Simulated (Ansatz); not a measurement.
## MgIF: complex band structure: band edges

Ansatz 0.2.0; PBEsol DFT, plane waves, PAW files.

The structure was built from a prototype and need not be the compound's stable phase.

It takes space group Cmmm (No. 65, orthorhombic). The conventional cell has a = 6.855 Å, b = 10.122 Å, c = 3.645 Å, α = 90.00°, β = 90.00°, γ = 90.00°. Mg has 2 F at 2.16 Å and 4 I at 2.75 Å nearest. Mg has 4 F at 2.22 Å and 2 I at 3.00 Å nearest. Nearest to F lie 3 Mg at 2.16 to 2.22 Å. I has 3 Mg at 2.75 to 3.00 Å nearest. It derives from MgF2. I for part of the F in the MgF2 structure of space group Pnnm. Farther neighbours and most contacts between anions are not listed. That group holds within 0.01 Å; judged at 0.001 Å it is P2/m (No. 10).

This step gave:

```yaml
free_energy: -20295.8431 eV
fermi_energy: 7.071 eV
gap_on_the_k_mesh: 1.011 eV
gap_on_path: 1.011 eV, by band count; negative where bands overlap
direct_gap_on_path: 1.446 eV
edge_places_on_path: 0, 1.062 1/A along the path
```

Electronic bands along the path, in eV, zero at the Fermi level (highest filled level under fixed occupations); v1 is the highest filled band, c1 the lowest empty one:

| point | v4 | v3 | v2 | v1 | c1 | c2 | c3 | c4 |
| --- | --- | --- | --- | --- | --- | --- | --- | --- |
| VBM | -3.44 | -3.19 | -2.48 | 0.00 | 2.64 | 3.42 | 3.95 | 5.24 |
| halfway | -3.13 | -2.89 | -2.50 | -0.42 | 3.09 | 4.22 | 4.69 | 4.88 |
| CBM | -2.79 | -1.04 | -0.85 | -0.43 | 1.01 | 3.58 | 4.64 | 5.90 |

**Question.** Which input gives these results?

The system, level and task follow from the heading and the kind of results. Meshes, cutoffs and thresholds can't be read from the results; these are the ones that the run used.

File input.yaml:

```yaml
crystal:
  lattice:
    - [6.0005637513, 1.1437723786, 0.0]
    - [1.1661795025, 6.0035738639, 0.0]
    - [0.0, 0.0, 3.6454249344]
  atoms:
    - { symbol: Mg, position: [0.5, 0.5, 0.5] }
    - { symbol: Mg, position: [0.0, 0.0, 0.0] }
    - { symbol: F, position: [0.815769161, 0.184417167, 0.5] }
    - { symbol: F, position: [0.184230839, 0.815582833, 0.5] }
    - { symbol: I, position: [0.2965892538, 0.2964173536, 0.0] }
    - { symbol: I, position: [0.7034107462, 0.7035826464, 0.0] }
kpoints:
  mp_grid: { grid: [4, 4, 6] }
  band_path: { path: [VBM, CBM], npoints: 30 }
scf:
  occupations: { method: fixed }
hamiltonian:
  xc: pbesol
output:
  eigenvalues: true
  write_potential: true
  write_density: true
  volumetric_format: npy
```

Launch:

```bash
$ ansatz run input.yaml --threads 2 --pin off --max-ram 4096MiB --backend cpu --events-out ev --progress --plain --runs-dir out
```

[Logs are printed without paths, hosts, clocks, repeated set-up lines and the standing remarks that a program may print on its own settings, such as how far it seeks lower states.]

[Hosts, paths, dates, database ids (printed as entryN), source tags and the programs' standing remarks are cut or masked in the printed files.]
